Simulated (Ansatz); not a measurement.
# What Pt3PbC (Pm-3m) distorts into, part 3 of 3

Which phase does Pt3PbC (Pm-3m) fall into along its unstable mode, and how much energy does it gain?

Ansatz 0.2.0; DFT PBEsol, scalar-relativistic, plane waves, PAW; PAW set soft_1.

So far. Step 5 (Energy along the mode, all amplitudes (two of the runs …): The lowest of the steps tried is at 0.22 Å, 3.81 meV/atom below the parent; the bottom of the well need not coincide with a step. Step 7 (The new phase in its own primitive cell): The largest force component left is 0.54 meV/Å and the pressure is 0.001 GPa, within the tolerances set. The cell now holds 15.90 Å³/atom. The relaxed cell has a = 3.916, c = 5.184 Å (conventional setting).

**8. Modes of the new phase, k-mesh 10×10×8**

A relaxed structure may still be a saddle point, so its zone-centre modes are computed. No field response is asked, since the mesh shows no gap.

The input, input.yaml:

```yaml
crystal:
  lattice:
    - [3.9157709233, 0.0, 0.0]
    - [0.0, 3.9157709233, 0.0]
    - [0.0, 0.0, 5.1837791768]
  atoms:
    - { symbol: Pt, position: [0.0, 0.5, 0.5363446735] }
    - { symbol: Pt, position: [0.5, 0.0, 0.5363446735] }
    - { symbol: Pt, position: [0.5, 0.5, 0.9924125715] }
    - { symbol: Pb, position: [0.0, 0.0, 0.0027914859] }
    - { symbol: C, position: [0.5, 0.5, 0.38384106] }
kpoints:
  mp_grid: { grid: [10, 10, 8] }
hamiltonian:
  xc: pbesol
  pseudopotentials: { kind: paw, azcp: { folder: soft_1 }, xc_functional: pbe }
scf:
  occupations: { method: methfessel_paxton, width: 0.2 }
output:
  eigenvalues: true
phonons:
  method: dfpt
```

Command:

```console
ansatz run input.yaml --threads 4 --pin off --max-ram 10240MiB --backend cpu --events-out ev --progress --plain --runs-dir out
```

Numbers of over 12 decimals in the logs are rounded to 6 here.

The log of the run:

```text
zone centre: on kpoints.mp_grid the ground state, and the responses unless they are solved on pairs of k-points, stand on 180 of the mesh's 800 k-points, reduced under 4 symmetry operations, with k and −k counted as one. Each operation leaves every solved displacement unchanged or reverses it
[...]
Crystal: 5 atoms, lattice volume = 79.484 Å³
Basis set: ecut = 420 eV, 1561 PW (Γ), exchange–correlation on 54×54×72 points (8 copies of the dense FFT grid, shifted against one another)
Bands: 44, of which v1, the nominal top of the filled ones, is band 36 counted from 1 (35 counted from 0)
Symmetry: 8 space group operations
k-points: 180 of 800 (irreducible under 4 space group operations, time reversal used)
[...]
SCF iter   1: F=—  HF=-49160.730694 eV  |F-HF|=—  |Δ(HF+E_count)|=         —  Δρ=9.15e-2  dr2=8.10e0  ethr=3.10e-3  ⟨swp⟩=6.6  Hψ=29025  notcnv=0
[...]
SCF iter  12: F=-49158.875217 eV  HF=-49158.875217 eV  |F-HF|=7.28e-12  |Δ(HF+E_count)|=    0.00e0  S|Δr|=    0.00e0  Δρ=4.34e-8  dr2=2.89e-12  ethr=1.00e-12  ⟨swp⟩=12.7  Hψ=41777  notcnv=0
SCF 1 converged in 12 iterations: F = -49158.875217 eV  dr2 = 2.89e-12
[...]
DFPT response loops at Γ: preconditioner auto → Kerker (q_TF=auto, 2.684 Å⁻¹) (partly filled bands, converged f_vac=0.000); β = 1.00, the filter's whole step (`scf.mixing.beta` (0.50) is not read by the response loops under this deck's `scf.mixing.preconditioner`; to damp them name `kerker` or `kerker_dos`, under which they read `scf.mixing.beta`, and type it under 1.00, their step now; both keys bind the ground state too); Broyden in place of MSR1
SCF converged after 12 iterations
[...]
Free energy (F): -49158.875217 eV
[...]
Internal energy: -49158.875159 eV  (E = F + TS)
E sigma→0 (E₀):  -49158.875202 eV
Entropy (-TS):   -0.000058 eV (-0.012 meV/atom)
Fermi energy:    18.540080 eV
[...]
--- Band table (eV; the first three rows and the last of 180) ---
  k-point 0: bands = [... 32 lower, 17.1903, 17.5456, 17.5585, 17.5585, 18.5046, 19.3705, 21.1634, 21.1634, ... 4 higher]
  k-point 1: bands = [... 32 lower, 17.1234, 17.8766, 17.8766, 18.0107, 18.5046, 19.5871, 21.1689, 21.1689, ... 4 higher]
  k-point 2: bands = [... 32 lower, 17.0150, 18.5047, 18.5153, 18.5153, 18.7883, 20.2234, 21.1427, 21.1427, ... 4 higher]
  k-point 179: bands = [... 32 lower, 16.8030, 16.9253, 17.2170, 17.2170, 17.6521, 18.1528, 19.6158, 19.6158, ... 4 higher]
--- Phonons (Γ-DFPT): 9 representative perturbations + reference, on 180 of 800 k-points (Σ response iterations 32) ---
  k mesh reduced under 4 symmetry operations, with k and −k counted as one. Each operation leaves every solved displacement unchanged or reverses it
  ASR residual: 4.325e-5 → 0.000e0 eV/Å²; symmetrization residual: 3.268e-6 eV/Å²
  ASR residual per site (eV/Å²): 2.01e-5 2.01e-5 1.17e-5 4.33e-5 2.18e-5
[...]
non-analytic LO–TO correction: not included (Born effective charges unavailable; polar crystals: no LO–TO splitting at Γ)
```

The job ended after 2.8 min (4 threads of Arm Neoverse V2, shared host; peak memory 1.9 GiB).

This step gave:

```
sum-rule residual before enforcement                    : 4.33e-5 eV/Å²
point group                                             : 4mm
highest optical mode at the zone centre (no LO-TO term) : 627.0 cm⁻¹
lowest optical zone-centre mode                         : 28.33 cm⁻¹
```

Patterns of degenerate modes are one choice out of their space. Modes at Γ, with each element's share of the kinetic energy:

```tsv
mode	frequency (cm⁻¹)	symmetry	Pt %	Pb %	C %
1	0.0	acoustic	73	26	1
2	0.0	acoustic	73	26	1
3	0.0	acoustic	73	26	1
4	28.3	E	73	26	1
5	28.3	E	73	26	1
6	46.8	A1	40	59	1
7	85.2	B1	100	0	0
8	108.2	A1	85	15	0
9	138.9	E	53	47	0
10	138.9	E	53	47	0
11	153.0	E	96	2	2
12	153.0	E	96	2	2
13	452.6	E	4	0	96
14	452.6	E	4	0	96
15	627.0	A1	3	0	97
```

Displacements in mode 4 (28.3 cm⁻¹), the largest set to 1:
```
Pt1  0.19  0.88  0.00
Pt2  0.16  1.00  0.00
Pt3 -0.17 -0.93  0.00
Pb4 -0.17 -0.93  0.00
C5   0.14  0.76  0.00
```

Displacements in mode 9 (138.9 cm⁻¹), the largest set to 1:
```
Pt1  0.00 -0.17  0.00
Pt2  0.00  0.15  0.00
Pt3 -0.01  1.00  0.00
Pb4  0.01 -0.93  0.00
C5   0.00  0.16  0.00
```

Before it was imposed, the acoustic sum rule was missed by 4.3e-5 eV/Å². Small misses are needed for a sound result but don't prove that mesh and cutoff are converged. The lowest optical mode is real, 28.3 cm⁻¹.

**9. What came out**

| Quantity | Value |
| --- | --- |
| unstable mode of the parent | q = (0, 0, 0), 122i cm⁻¹ |
| depth at the lowest point sampled | 3.81 meV/atom |
| largest atomic shift at that point | 0.22 Å |
| space group reached (within 0.01 Å) | P4mm |
| energy gained over the parent (first relaxation, on the mesh of the frozen mode) | 161 meV/atom |
| volume per atom, phase reached | 15.9 Å³ |
| lowest optical zone-centre mode, phase reached | 28.3 cm⁻¹ |
| highest optical mode at the zone centre (no LO-TO term), phase reached | 627 cm⁻¹ |

In words: Along this mode the structure falls into P4mm, 161 meV/atom below the parent. At the parent's cell the well is 3.814 meV/atom deep on the steps tried, with its lowest point at a shift of 0.22 Å. Relaxing atoms and cell changes the gain by +157.66 meV/atom against the lowest step (energies at zero smearing). Most of the total comes from this relaxation. The new phase has no imaginary mode at the zone centre of its cell; other wavevectors were not checked. Of the 4 patterns followed to their end from this parent, this one reaches the lowest energy. Each path keeps the symmetry of its pattern, so a lower phase may lie along a pattern not tried. With no gap, or one that is small against the smearing, the frequencies hang on the k mesh and the smearing, most of all near Kohn anomalies. Spin-orbit coupling is left out, which can matter for the heavy elements here. The PAW files were made for PBE and serve the other functionals too. A phonon run warned that its eigensolver left some bands unconverged in a pass.

[Logs are printed without paths, hosts, clocks, repeated set-up lines and the standing remarks that a program may print on its own settings, such as how far it seeks lower states.]

[Hosts, paths, dates, database ids (printed as entryN), source tags and the programs' standing remarks are cut or masked in the printed files.]
